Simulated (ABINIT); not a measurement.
# AgCl (Fm-3m): G0W0 with and without spin-orbit coupling

Aim: spinor G0W0 for AgCl (Fm-3m) beside the scalar-relativistic result.

Method: PBE and many-body steps on it, plane waves, in ABINIT 10.8.3.

This is a report of a sequence of runs, with most program output left out.

### Step 1. Set-up

It takes space group Fm-3m (No. 225, cubic). Conventional cell: a = 5.597 Å, b = 5.597 Å, c = 5.597 Å, α = 90.00°, β = 90.00°, γ = 90.00°. Nearest to Ag lie 6 Cl at 2.80 Å. Nearest to Cl lie 6 Ag at 2.80 Å. Farther neighbours and most contacts between anions are not listed.

 The runs that relaxed it are not among those shown.

### Step 2. Empty states on the mesh, 4×4×4 mesh, 105 bands

This step: ABINIT 10.8.3; DFT, PBE, plane waves, norm-conserving pseudopotentials.

The sums over transitions need many empty states on a uniform mesh; this step solves for them.

File run.abi:

```
acell 3*1.0 Angstrom
rprim 
  0.000000000000 2.798500000000 2.798500000000
  2.798500000000 0.000000000000 2.798500000000
  2.798500000000 2.798500000000 0.000000000000
ntypat 2
znucl 47 17
natom 2
typat 1 2
xred 
  0.000000000000 0.000000000000 0.000000000000
  0.500000000000 0.500000000000 0.500000000000
pp_dirpath "pseudos"
pseudos "Ag.upf, Cl.upf"
ecut 37
ngkpt 4 4 4
nshiftk 1
shiftk 0 0 0
kptopt 1
chksymbreak 0
irdden 1
istwfk *1
nband 105
prtvol 0
optdriver 6
gwr_task "HDIAGO"
paral_kgb 0
occopt 1
indata_prefix "in"
outdata_prefix "out"
tmpdata_prefix "tmp"
```

On the command line:

```sh
> OMP_NUM_THREADS=1 mpirun -n 8 abinit run.abi > log
```

The job ended after 14 s (8 MPI ranks of AMD EPYC 9R45, shared host; peak memory 4.8 GiB; 1.9 min of CPU time).

Numbers from this step:

```yaml
gap: 0.9214 eV
k_of_the_valence_top: 0.5, 0, 0
k_of_the_conduction_bottom: 0, 0, 0
least_direct_gap: 3.124 eV
k_points_computed: 8
lowest_point_of_the_top_converged_band_above_the_valence_top: 81.0613 eV
```

On this mesh the gap is 0.921 eV.

The density comes from a self-consistent run that is not shown.

### Step 3. Screening, 4×4×4 mesh, 97 bands, screening to 149.7 eV

The RPA dielectric matrix is built and inverted for each q.

This step: RPA screening on PBE, plane waves, norm-conserving pseudopotentials.

Edit run.abi of step 2 so:

```diff
@@ -20,10 +20,11 @@
 chksymbreak 0
-irdden 1
 istwfk *1
-nband 105
-prtvol 0
-optdriver 6
-gwr_task "HDIAGO"
-paral_kgb 0
 occopt 1
+irdwfk 1
+optdriver 3
+nband 97
+ecuteps 5.5
+inclvkb 0
+awtr 1
+symchi 1
 indata_prefix "in"
```

Run time: 7.1 s. Hardware: 8 MPI ranks; peak memory 1.2 GiB; 55 s of CPU time.

This step gave:

```
ε∞ with local fields, on this mesh, along the program's q direction : 5.894
the same without local fields                                       : 6.481
plasma frequency                                                    : 28.60 eV
plane waves in the screening matrix                                 : 169
```

Local fields lower ε∞ by 9 %. On a Γ-centred mesh this coarse the value itself is usually too large, while a short band sum pulls it down.

### Step 4. Scalar-relativistic

The self-energy is evaluated for the states that the input lists, and the levels follow from it, in one-shot runs by the linearised quasiparticle equation.

This step: G0W0 on PBE, plane waves, norm-conserving pseudopotentials.

Edit run.abi of step 3 so:

```diff
@@ -23,8 +23,17 @@
 irdwfk 1
-optdriver 3
+optdriver 4
 nband 97
+gwcalctyp 0
+ecutsigx 37
+symsigma 1
+nkptgw 2
+kptgw 
+  0.5000000000 0.0000000000 0.0000000000
+  0.0000000000 0.0000000000 0.0000000000
+bdgw 
+  12 15
+  11 17
 ecuteps 5.5
-inclvkb 0
-awtr 1
-symchi 1
+irdscr 1
+ppmodel 1
 indata_prefix "in"
```

Elapsed: 3.9 s, on 8 MPI ranks; peak memory 1.4 GiB; 30 s of CPU time.

This step gave:

```
G0W0 gap on the points computed              : 2.078 eV
starting gap on the mesh                     : 0.9214 eV
k of the valence top                         : 0.5, 0, 0
k of the conduction bottom                   : 0, 0, 0
Z at the valence top                         : 0.798
Z at the conduction bottom                   : 0.831
least direct G0W0 gap on the computed points : 4.493 eV
```

The gap on the mesh goes from 0.92 eV to 2.08 eV, a correction of +1.16 eV.

### Step 5. Empty states on the mesh, 4×4×4 mesh, 212 bands

This step: DFT, PBE with spin-orbit coupling, plane waves, norm-conserving pseudopotentials.

Edit run.abi of step 4 so:

```diff
@@ -15,2 +15,3 @@
 ecut 37
+nspinor 2
 ngkpt 4 4 4
@@ -20,20 +21,10 @@
 chksymbreak 0
+iscf -2
+irdden 1
 istwfk *1
-occopt 1
-irdwfk 1
-optdriver 4
-nband 97
-gwcalctyp 0
-ecutsigx 37
-symsigma 1
-nkptgw 2
-kptgw 
-  0.5000000000 0.0000000000 0.0000000000
-  0.0000000000 0.0000000000 0.0000000000
-bdgw 
-  12 15
-  11 17
-ecuteps 5.5
-irdscr 1
-ppmodel 1
+nband 212
+nbdbuf 18
+tolwfr 1e-09
+nstep 60
+prtvol 0
 indata_prefix "in"
```

Elapsed: 70 s, on 8 MPI ranks; peak memory 0.9 GiB.

Numbers from this step:

```yaml
gap: 0.8800 eV
k_of_the_valence_top: 0.5, 0, 0
k_of_the_conduction_bottom: 0, 0, 0
least_direct_gap: 3.021 eV
k_points_computed: 8
lowest_point_of_the_top_converged_band_above_the_valence_top: 81.0146 eV
```

On this mesh the gap is 0.880 eV.

The density comes from a self-consistent run that is not shown, made with spin-orbit coupling and fully relativistic files.

### Step 6. Screening, 4×4×4 mesh, 194 bands, screening to 149.7 eV

This step: RPA screening on PBE with spin-orbit coupling, plane waves, norm-conserving pseudopotentials.

Edit run.abi of step 5 so:

```diff
@@ -21,10 +21,11 @@
 chksymbreak 0
-iscf -2
-irdden 1
 istwfk *1
-nband 212
-nbdbuf 18
-tolwfr 1e-09
-nstep 60
-prtvol 0
+occopt 1
+irdwfk 1
+optdriver 3
+nband 194
+ecuteps 5.5
+inclvkb 0
+awtr 1
+symchi 1
 indata_prefix "in"
```

Run time: 50 s. Hardware: 8 MPI ranks; peak memory 2.8 GiB.

Numbers from this step:

| Item | Value |
| --- | --- |
| ε∞ with local fields, on this mesh, along the program's q direction | 5.915 |
| the same without local fields | 6.501 |
| plasma frequency | 28.60 eV |
| plane waves in the screening matrix | 169 |

### Step 7. With spin-orbit coupling

This step: G0W0 on PBE with spin-orbit coupling, plane waves, norm-conserving pseudopotentials.

Edit run.abi of step 6 so:

```diff
@@ -24,8 +24,17 @@
 irdwfk 1
-optdriver 3
+optdriver 4
 nband 194
+gwcalctyp 0
+ecutsigx 37
+symsigma 0
+nkptgw 2
+kptgw 
+  0.5000000000 0.0000000000 0.0000000000
+  0.0000000000 0.0000000000 0.0000000000
+bdgw 
+  23 30
+  23 32
 ecuteps 5.5
-inclvkb 0
-awtr 1
-symchi 1
+irdscr 1
+ppmodel 1
 indata_prefix "in"
```

Elapsed: 74 s, on 8 MPI ranks; peak memory 2.5 GiB; 9.8 min of CPU time.

Numbers from this step:

* G0W0 gap on the points computed: 2.033 eV
* starting gap on the mesh: 0.8800 eV
* k of the valence top: 0.5, 0, 0
* k of the conduction bottom: 0, 0, 0
* Z at the valence top: 0.798
* Z at the conduction bottom: 0.831
* least direct G0W0 gap on the computed points: 4.445 eV

Against G0W0 in ABINIT (4×4×4 mesh, 97 bands, screening to 149.7 eV, Godby-Needs plasmon pole), the gap moves by −0.045 eV.

### Step 8. Side by side

Times are wall times on 8 MPI ranks of AMD EPYC 9R45, shared host, good to a factor of about two. A run's time includes the screening step that it read.

```tsv
run	mesh	bands	screening cutoff (eV)	DFT gap (eV)	gap on the mesh (eV)	direct (eV)	ε∞ used	time
scalar-relativistic	4×4×4	97	149.7	0.921	2.078	4.493	5.89	11 s
with spin-orbit coupling	4×4×4	194	149.7	0.880	2.033	4.445	5.91	2.1 min
```

### Step 9. Outcome

```json
{"scalar-relativistic": "2.078 eV", "with spin-orbit coupling": "2.033 eV", "known limits": "not at the basis limit; screening head approximate; d shell near the gap, gap tends to lie low; no spin-orbit coupling in some runs; coarse k mesh"}
```

In words: With spin-orbit coupling: −0.045 eV against scalar-relativistic, −0.041 eV of it in the start. Bands and cutoff are finite, so the gap is not at the basis limit. The miss can reach some tenths of an eV and take either sign; the mesh is an error of its own. In the first G0W0 run levels were corrected at 2 k points alone, so a gap called «on the mesh» is the least over those, and an edge elsewhere would be missed. The 4×4×4 mesh is coarse for this cell, which bears on the long-range parts of exchange and screening. The long-wavelength limit of the screening leaves out the non-local commutator, which shifts ε∞. A d shell, filled or nearly so, lies near the gap. One-shot GW converges very slowly in bands there, not always from below, and on a semilocal start the gap tends to come out low; starts rich in exact exchange can overshoot instead.

[Paths, hosts, dates, memory and timing lines, banners, echoed tables and standing remarks are left out of the program output.]

[Logs are printed without paths, hosts, clocks, repeated set-up lines and the standing remarks that a program may print on its own settings, such as how far it seeks lower states.]

[Runs of the session that timed out or met a known fault of the program may be left out.]

[No measured gap is set beside runs whose start may be inverted or whose files or cutoffs have a known fault.]

[Hosts, paths, dates, database ids (printed as entryN), source tags and the programs' standing remarks are cut or masked in the printed files.]

[G0W0 gaps are taken among the corrected bands and points alone; a level outside them can change the order at an edge.]

[Where Ansatz stands beside ABINIT at settings called matched, ABINIT's density can come from a denser mesh and the files from another edition; pairs whose starting gaps differed by over 0.03 eV were left out, so agreement reads better than it is.]
